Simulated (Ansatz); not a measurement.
## GaP (F-43m): from the cell to its phonons

How does GaP (F-43m) vibrate, and is this structure a minimum?

Calculated with Ansatz 0.2.0; DFT LDA, scalar-relativistic, plane waves, PAW; PAW set soft_1.

This is a report of a sequence of runs, with most program output left out.

### 1. Set-up

The structure is cubic, space group F-43m (No. 216). The conventional cell has a = 5.451 Å, b = 5.451 Å, c = 5.451 Å, α = 90.00°, β = 90.00°, γ = 90.00°. Ga has 4 P at 2.36 Å nearest. Nearest to P lie 4 Ga at 2.36 Å. Farther neighbours are not listed.

### 2. Relaxation

The cell and atoms are relaxed, since residual forces and stress would shift the frequencies.

Contents of input.yaml:

```yaml
crystal:
  lattice:
    - [0.0, 2.72525, 2.72525]
    - [2.72525, 0.0, 2.72525]
    - [2.72525, 2.72525, 0.0]
  atoms:
    - { symbol: Ga, position: [0.0, 0.0, 0.0] }
    - { symbol: P, position: [0.25, 0.25, 0.25] }
kpoints:
  mp_grid: { grid: [8, 8, 8] }
hamiltonian:
  xc: lda
  pseudopotentials: { kind: paw, azcp: { folder: soft_1 }, xc_functional: pbe }
scf:
  occupations: { method: gaussian, width: 0.02 }
output:
  forces: true
  stress: true
  eigenvalues: true
  write_density: true
  write_potential: true
  elf: true
  volumetric_format: npy
relax:
  adjacent_minimum: "off"
  f_tol: 0.005
  max_steps: 80
  cell: { stress_tol: 0.05 }
```

On the command line:

```
ansatz run input.yaml --threads 4 --pin off --max-ram 10240MiB --backend cpu --events-out ev --progress --plain --runs-dir out
```

Elapsed: 3.2 s, on 4 threads of Arm Neoverse V1, shared host; peak memory 0.32 GiB; 11 s of CPU time.

Relaxation path:

| step | energy less that of the first step (eV) | largest force component (eV/Å) | pressure (GPa) | volume (Å³) |
| --- | --- | --- | --- | --- |
| 1 | 0.0000 | 0.0000 | -2.74 | 40.48 |
| 2 | -0.0106 | 0.0000 | -0.86 | 39.56 |
| 3 | -0.0116 | 0.0000 | 0.05 | 39.16 |
| 4 | -0.0116 | 0.0000 | 0.00 | 39.18 |
| 5* | -0.0115 | 0.0000 | 0.00 | 39.18 |

Relaxation steps marked * repeat the geometry before them on a plane-wave basis chosen anew for their cell, so energy and pressure can jump there.

The run keeps the 24 symmetry operations that it works with, so distortions that break them were not tested.

| conventional cell, symmetrised | before | after | change |
| --- | --- | --- | --- |
| a (Å) | 5.451 | 5.391 | -1.1 % |
| b (Å) | 5.451 | 5.391 | -1.1 % |
| c (Å) | 5.451 | 5.391 | -1.1 % |
| volume (Å³/atom) | 20.24 | 19.59 | -3.2 % |

Final coordinates:

```xyz
2
Lattice="0.0000 2.6957 2.6957 2.6957 0.0000 2.6957 2.6957 2.6957 0.0000" Properties=species:S:1:pos:R:3 pbc="T T T"
Ga    0.0000    0.0000    0.0000
P     1.3479    1.3479    1.3479
```

Numbers from this step:

```
pressure           : -0.001125 GPa
gap on the k-mesh  : 1.430 eV
volume per atom    : 19.59 Å³
direct gap on mesh : 1.880 eV
```

ELF in the ac plane of a cell with a along [110], b along [-110] and c along [001] of the cube at fractional y = 0.000, with atoms of Ga and P within 0.2 Å of it. It is the smooth field of the valence electrons, not physical close to the nuclei.

Ten even steps from '_' (0.01) to '@' (0.87), each cell a mean:
```
__..--##%%%%%%##--..____::++%%%%%%%%++::__
..--**@@@@##@@@@**--..::==%%@@%%%%@@%%==::
--++%%@@++..++@@%%==----##@@%%::::%%@@**--
::++%%%%::__::%%%%++::--##%%++____++%%##--
..--**##++--++##**--....++##**====####==..
__..==##%%%%%%**==..____::++##%%%%##++::__
____..==**##**==..________::++##**++::____
______..::--::..____________..::::..______
__________________________________________
....______________......________________..
::::..__________..::::::::..________..::::
::::::..______..::::::::::::________::::::
..::::::......::::......::::::....::::::..
..__::==========::__..__..--========--..__
```
Columns run along a (7.6 Å), rows up along c (5.4 Å), edges of the conventional cell, whose origin can differ from the input's. Atoms in or near the plane, at fractional coordinates: Ga at (0.50, 0.00), Ga at (0.00, 0.00), P at (0.75, 0.75), P at (0.25, 0.75).

Electrostatic potential energy in the ac plane of a cell with a along [110], b along [-110] and c along [001] of the cube at fractional y = 0.000, with atoms of Ga and P within 0.2 Å of it. With pseudopotentials it is smooth inside the atoms' cores, unlike the true potential.

Ten even steps from '0' (-42 eV) to '9' (28 eV), each cell a mean:
```
985666665899666666569
655532355566564224656
666300036666651001566
776300036777651001567
776410146777762003677
777654567777766446677
777776777777777667777
777777777777777777777
777777777777777777777
777777777777777777777
677777777766777777776
556777776555677777765
865677765688567777658
985677765999757777579
```
Columns run along a (7.6 Å; values clipped at the 3rd and 97th percentile), rows up along c (5.4 Å), edges of the conventional cell, whose origin can differ from the input's. Atoms in or near the plane, at fractional coordinates: Ga at (0.50, 0.00), Ga at (0.00, 0.00), P at (0.75, 0.75), P at (0.25, 0.75).

Valence density in the ac plane of a cell with a along [110], b along [-110] and c along [001] of the cube at fractional y = 0.000, with atoms of Ga and P within 0.2 Å of it. It is the smooth field of the valence electrons, not physical close to the nuclei.

Values in e/Å³, 8 rows by 16 columns, each cell a mean:
```
10  1  1  1  1  1  1  6 10  1  1  1  1  1  1  6
 0  0  1  1  0  1  0  0  0  0  1  1  0  1  0  0
 0  0  0  1  0  1  0  0  0  0  0  1  0  1  0  0
 0  0  0  0  0  0  0  0  0  0  0  0  0  0  0  0
 0  0  0  0  0  0  0  0  0  0  0  0  0  0  0  0
 0  0  0  0  0  0  0  0  0  0  0  0  0  0  0  0
 1  0  0  0  0  0  0  0  1  0  0  0  0  0  0  0
19  2  0  0  0  0  1 11 19  2  0  0  0  0  1 11
```
Columns run along a (7.6 Å), rows up along c (5.4 Å), edges of the conventional cell, whose origin can differ from the input's. Atoms in or near the plane, at fractional coordinates: Ga at (0.50, 0.00), Ga at (0.00, 0.00), P at (0.75, 0.75), P at (0.25, 0.75).

In this step the volume went from 20.24 to 19.59 Å³/atom.

### 3. Tight relaxation, k-mesh 8×8×8

Phonons need a cell at rest on their own settings, so the relaxation is repeated with tight tolerances on forces and stress on the k mesh and occupations of the first response run.

input.yaml, the sections that differ from step 2:

```yaml
crystal:
  lattice:
    - [0.0, 2.6957056715, 2.6957056715]
    - [2.6957056715, 0.0, 2.6957056715]
    - [2.6957056715, 2.6957056715, 0.0]
  atoms:
    - { symbol: Ga, position: [0.0, 0.0, 0.0] }
    - { symbol: P, position: [0.25, 0.25, 0.25] }
scf:
  occupations: { method: fixed }
output:
  forces: true
  stress: true
  eigenvalues: true
relax:
  adjacent_minimum: "off"
  f_tol: 0.001
  max_steps: 60
  cell: { stress_tol: 0.01 }
# kpoints, hamiltonian: as in step 2
```

It took 1.4 s on 4 threads; peak memory 0.31 GiB; 4.5 s of CPU time.

Little changed from the start: no atom moved by 0.005 Å and no cell edge by 0.1 %.

This step gave:

- pressure: -0.001119 GPa

The forces vanish by symmetry and the pressure is -0.001 GPa, within the tolerances set. The cell now holds 19.59 Å³/atom.

### 4. A first phonon run

The phonons are first tried on the mesh that the gap suggested.

Edit input.yaml of step 3 so:

```diff
@@ -16,9 +16,7 @@
 output:
-  forces: true
-  stress: true
   eigenvalues: true
-relax:
-  adjacent_minimum: "off"
-  f_tol: 0.001
-  max_steps: 60
-  cell: { stress_tol: 0.01 }
+phonons:
+  method: dfpt
+  dielectric: true
+  rigid_motions: translations
+  raman: true
```

It took 64 s on 4 threads; peak memory 0.81 GiB; 4.1 min of CPU time.

This step gave:

* sum-rule residual before enforcement: 1.16e-4 eV/Å²
* miss of the charge sum rule: 8.54e-5 e
* estimated error of the dielectric tensor: 0.02921
* estimated error of the Born charges: 0.01356 e
* point group: -43m
* highest optical mode at the zone centre (no LO-TO term): 365.1 cm⁻¹
* lowest optical zone-centre mode: 365.1 cm⁻¹
* mean high-frequency dielectric constant: 10.64
* largest Born charge (third of the trace): 2.047 e
* mean static dielectric constant: 12.48
* top of the zone-centre spectrum with the field: 395.4 cm⁻¹

The highest optical mode at Γ without the field comes at 365.1 cm⁻¹, but the log warns of the mesh: “the force constants stand on the 8×8×8 k-mesh, whose period is 10.77 times the interband length at k = (0.0000, 0.0000, 0.0000), direct gap 1.880 eV, under 14: take them and everything formed from them as unconverged”.

### 5. Tight relaxation, k-mesh 12×12×12

The k mesh is raised to 12×12×12 since a zone-centre run on the first mesh warned that it was too coarse for the force constants, and the cell is relaxed again on it.

input.yaml, the sections that differ from step 4:

```yaml
kpoints:
  mp_grid: { grid: [12, 12, 12] }
output:
  forces: true
  stress: true
  eigenvalues: true
relax:
  adjacent_minimum: "off"
  f_tol: 0.001
  max_steps: 60
  cell: { stress_tol: 0.01 }
# crystal, hamiltonian, scf: as in step 4
# phonons: removed
```

Wall time 2.9 s (4 threads); peak memory 0.35 GiB; 11 s of CPU time.

Little changed from the start: no atom moved by 0.005 Å and no cell edge by 0.1 %.

Numbers from this step:

```
pressure           : 0.002339 GPa
gap on the k-mesh  : 1.387 eV
direct gap on mesh : 1.881 eV
```

The forces vanish by symmetry and the pressure is 0.002 GPa, within the tolerances set. The cell now holds 19.59 Å³/atom.

### 6. Linear response at the zone centre

The zone centre comes first: it holds the modes that light can see, as far as symmetry allows. The response to a homogeneous field gives the Born charges and the dielectric tensor, and its change with displacement the Raman tensors.

Edit input.yaml of step 5 so:

```diff
@@ -16,9 +16,7 @@
 output:
-  forces: true
-  stress: true
   eigenvalues: true
-relax:
-  adjacent_minimum: "off"
-  f_tol: 0.001
-  max_steps: 60
-  cell: { stress_tol: 0.01 }
+phonons:
+  method: dfpt
+  dielectric: true
+  rigid_motions: translations
+  raman: true
```

Run time: 1.9 min. Hardware: 4 threads; peak memory 1.2 GiB; 7.3 min of CPU time.

Numbers from this step:

```yaml
sum_rule_residual_before_enforcement: 9.29e-5 eV/Å²
miss_of_the_charge_sum_rule: 1.13e-4 e
estimated_error_of_the_dielectric_tensor: 0.03029
estimated_error_of_the_born_charges: 0.01351 e
highest_optical_mode_at_the_zone_centre_no_lo_to_term: 365.0 cm⁻¹
lowest_optical_zone_centre_mode: 365.0 cm⁻¹
top_of_the_zone_centre_spectrum_with_the_field: 395.3 cm⁻¹
```

Without the LO-TO term. Patterns of degenerate modes are one choice out of their space. Modes at Γ, with each element's share of the kinetic energy:

| mode | frequency (cm⁻¹) | symmetry | Ga % | P % |
| --- | --- | --- | --- | --- |
| 1 | 0.0 | acoustic | 69 | 31 |
| 2 | 0.0 | acoustic | 69 | 31 |
| 3 | 0.0 | acoustic | 69 | 31 |
| 4 | 365.0 | T2 | 31 | 69 |
| 5 | 365.0 | T2 | 31 | 69 |
| 6 | 365.0 | T2 | 31 | 69 |

Displacements in mode 6 (365.0 cm⁻¹), the largest set to 1:
```
Ga1  0.00 -0.30 -0.44
P2   0.00  0.68  1.00
```

Optical modes at the zone centre, without and with the macroscopic field of the longitudinal modes; each column is sorted by frequency, so a row need not hold one and the same mode. Modes with and without the field, by row:

| rank among optical modes | no field (cm⁻¹) | q along (1, 0, 0) (cm⁻¹) |
| --- | --- | --- |
| 1 | 365 | 365 |
| 2 | 365 | 365 |
| 3 | 365 | 395.3 |

Born charge (rows field, columns displacement) (e), principal values of the symmetric part by kind of site:

| atom | atoms with these values | low | middle | high | mean |
| --- | --- | --- | --- | --- | --- |
| Ga1 | 1 | 2.05 | 2.05 | 2.05 | 2.05 |
| P2 | 1 | -2.05 | -2.05 | -2.05 | -2.05 |

In full for Ga1:

```
2.05 0.00 0.00
0.00 2.05 0.00
0.00 0.00 2.05
```

High-frequency dielectric tensor:

```
10.64  0.00  0.00
 0.00 10.64  0.00
 0.00  0.00 10.64
```

Static dielectric tensor (ions relaxed, fixed cell):

```
12.48  0.00  0.00
 0.00 12.48  0.00
 0.00  0.00 12.48
```

Transverse modes. Infrared lines, with heights relative to the strongest:

| position (cm⁻¹) | label | relative intensity |
| --- | --- | --- |
| 365 | T2 | 100 |

Activity x (w_L - w)^4 (n + 1)/w, 532 nm, 300 K; the tensors are static ones, while 532 nm light lies above the computed direct gap, where resonance would change the heights; modes without the macroscopic field alone. Raman lines, with heights relative to the strongest:

| position (cm⁻¹) | label | relative intensity |
| --- | --- | --- |
| 365 | T2 | 100 |

Static second-order susceptibility (pm/V), twice the coefficient d of second-harmonic generation. Second order susceptibility, by row:

| field along | xx | yy | zz | yz | xz | xy |
| --- | --- | --- | --- | --- | --- | --- |
| x | 0 | 0 | 0 | 101.7 | 0 | 0 |
| y | 0 | 0 | 0 | 0 | 101.7 | 0 |
| z | 0 | 0 | 0 | 0 | 0 | 101.7 |

Before it was imposed, the acoustic sum rule was missed by 9.3e-5 eV/Å² and the charge sum rule by 1.1e-4 e. Small misses are needed for a sound result but don't prove that mesh and cutoff are converged. Against the first mesh the highest mode moved by -0.1 cm⁻¹. The lowest optical mode is real, 365 cm⁻¹.

The log warns of the k mesh: “the force constants stand on the 12×12×12 k-mesh, whose period is 13.02 times the interband length at k = (0.0000, 0.0000, 0.0000), direct gap 1.881 eV, under 14: take them and everything formed from them as unconverged”.

### 7. The dispersion

Stability and thermal properties need the whole zone. Linear response on a 4×4×4 q mesh gives force constants as far as a supercell of that size would, and the tensors from the zone-centre run are typed in so that the long-range dipole term is interpolated apart.

input.yaml, the sections that differ from step 6:

```yaml
phonons:
  method: dfpt
  qmesh: [4, 4, 4]
  temperatures: { t_max: 1000, t_step: 50 }
  qpath:
    path:
      - [[0.0, 0.0, 0.0], [-0.5, -0.5, 0.0], [-0.375, -0.375, 0.25]]
      - [[-0.375, 0.0, 0.375], [0.0, 0.0, 0.0], [0.0, 0.0, 0.5], [-0.5, -0.25, 0.25], [-0.5, -0.5, 0.0]]
    npoints: 10
  non_analytic_term:
    high_frequency_dielectric_tensor: [[10.636, 0.0, 0.0], [0.0, 10.636, 0.0], [0.0, 0.0, 10.636]]
    born_effective_charges:
      - { species: Ga, tensor: [[2.0467, 0.0, 0.0], [0.0, 2.0467, 0.0], [0.0, 0.0, 2.0467]] }
      - { species: P, tensor: [[-2.0467, 0.0, 0.0], [0.0, -2.0467, 0.0], [0.0, 0.0, -2.0467]] }
    source: "zone-centre run at this cell"
# crystal, kpoints, hamiltonian, scf, output: as in step 6
```

Wall time 3.1 min (4 threads); peak memory 2.1 GiB.

Numbers from this step:

```
sum-rule residual before enforcement                       : 2.26e-5 eV/Å²
lowest frequency on the path                               : 0 cm⁻¹
highest frequency on the path or at a solved wavevector    : 395.9 cm⁻¹
mean frequency                                             : 250.8 cm⁻¹
Debye temperature (second moment)                          : 518 K
logarithmic mean frequency                                 : 214.5 cm⁻¹
lowest mode on the q mesh (acoustic modes at Γ apart)      : 66.42 cm⁻¹
zero-point energy per atom                                 : 46.63 meV
heat capacity at 300 K                                     : 21.69 J/(mol atoms K)
vibrational entropy at 300 K                               : 25.97 J/(mol atoms K)
edges of the widest gap between branches, on path and mesh : 251.1, 328.6 cm⁻¹
```

Frequencies (cm⁻¹) solved at each irreducible wavevector; negative means imaginary. Frequencies by wavevector, by row:

| q in reciprocal lattice units | star | mode 1 | mode 2 | mode 3 | mode 4 | mode 5 | mode 6 |
| --- | --- | --- | --- | --- | --- | --- | --- |
| 0 0 0 | 1 | 0 | 0 | 0 | 365 | 365 | 365 |
| 0 0 0.25 | 8 | 66.4 | 66.4 | 161.4 | 362.6 | 362.6 | 385.2 |
| 0 0 -0.5 | 4 | 79.1 | 79.1 | 233 | 363.1 | 363.1 | 370.7 |
| 0 0.25 0.25 | 6 | 89 | 89 | 166.5 | 360.6 | 360.6 | 387 |
| 0 0.25 -0.5 | 24 | 98.5 | 130.4 | 213.3 | 344.9 | 360.9 | 388.8 |
| 0 0.25 -0.25 | 12 | 94.1 | 130 | 192.6 | 346.2 | 359.2 | 391.9 |
| 0 -0.5 -0.5 | 3 | 101.5 | 101.5 | 251.1 | 362.5 | 362.5 | 367.1 |
| 0.25 -0.5 -0.25 | 6 | 123.3 | 142.5 | 216.4 | 328.6 | 364.5 | 393.4 |

Interpolated from a 4×4×4 q mesh, with the LO-TO term (at Γ the limit along the path; where Γ stands inside the path, tables give the limit on arrival). Phonon branches along the path, in cm⁻¹:

| point | branch 1 | branch 2 | branch 3 | branch 4 | branch 5 | branch 6 |
| --- | --- | --- | --- | --- | --- | --- |
| Γ | 0 | 0 | 0 | 365 | 365 | 395 |
| halfway | 89 | 89 | 166 | 361 | 361 | 387 |
| X | 102 | 102 | 251 | 362 | 362 | 367 |
| halfway | 103 | 114 | 243 | 348 | 362 | 381 |
| U | 106 | 133 | 227 | 336 | 360 | 393 |
| jump to K | 106 | 133 | 227 | 336 | 360 | 393 |
| halfway | 78 | 112 | 166 | 360 | 361 | 385 |
| Γ | 0 | 0 | 0 | 365 | 365 | 395 |
| halfway | 66 | 66 | 161 | 363 | 363 | 385 |
| L | 79 | 79 | 233 | 363 | 363 | 371 |
| halfway | 103 | 126 | 215 | 340 | 362 | 391 |
| W | 123 | 142 | 216 | 329 | 364 | 393 |
| halfway | 112 | 120 | 236 | 340 | 364 | 386 |
| X | 102 | 102 | 251 | 362 | 362 | 367 |

The phonon density of states has structure finer than the step of the table below, so its rows give means over 20 cm⁻¹, whole bins alone (the curve runs from 2.5 to 398 cm⁻¹). Peaks (cm⁻¹: height): 102.5: 0.0489, 212.5: 0.0333, 362.5: 0.226, 387.5: 0.0689.

Tetrahedra on a 20×20×20 mesh, mean over bins of 5 cm-1. Interpolated from a 4×4×4 q mesh. The phonon density of states by wavenumber; means over each step:

| wavenumber (cm⁻¹) | phonon density of states (1/cm⁻¹/cell) |
| --- | --- |
| 20 | 3.4e-4 |
| 40 | 0.00158 |
| 60 | 0.00470 |
| 80 | 0.0184 |
| 100 | 0.0375 |
| 120 | 0.0284 |
| 140 | 0.0133 |
| 160 | 0.00300 |
| 180 | 0.00535 |
| 200 | 0.0129 |
| 220 | 0.0208 |
| 240 | 0.00359 |
| 260 | 9.2e-5 |
| 280 | 0 |
| 300 | 0 |
| 320 | 0.00115 |
| 340 | 0.0245 |
| 360 | 0.0745 |
| 380 | 0.0330 |

(Part 1 of 2 ends here.)

[Logs are printed without paths, hosts, clocks, repeated set-up lines and the standing remarks that a program may print on its own settings, such as how far it seeks lower states.]

[Hosts, paths, dates, database ids (printed as entryN), source tags and the programs' standing remarks are cut or masked in the printed files.]
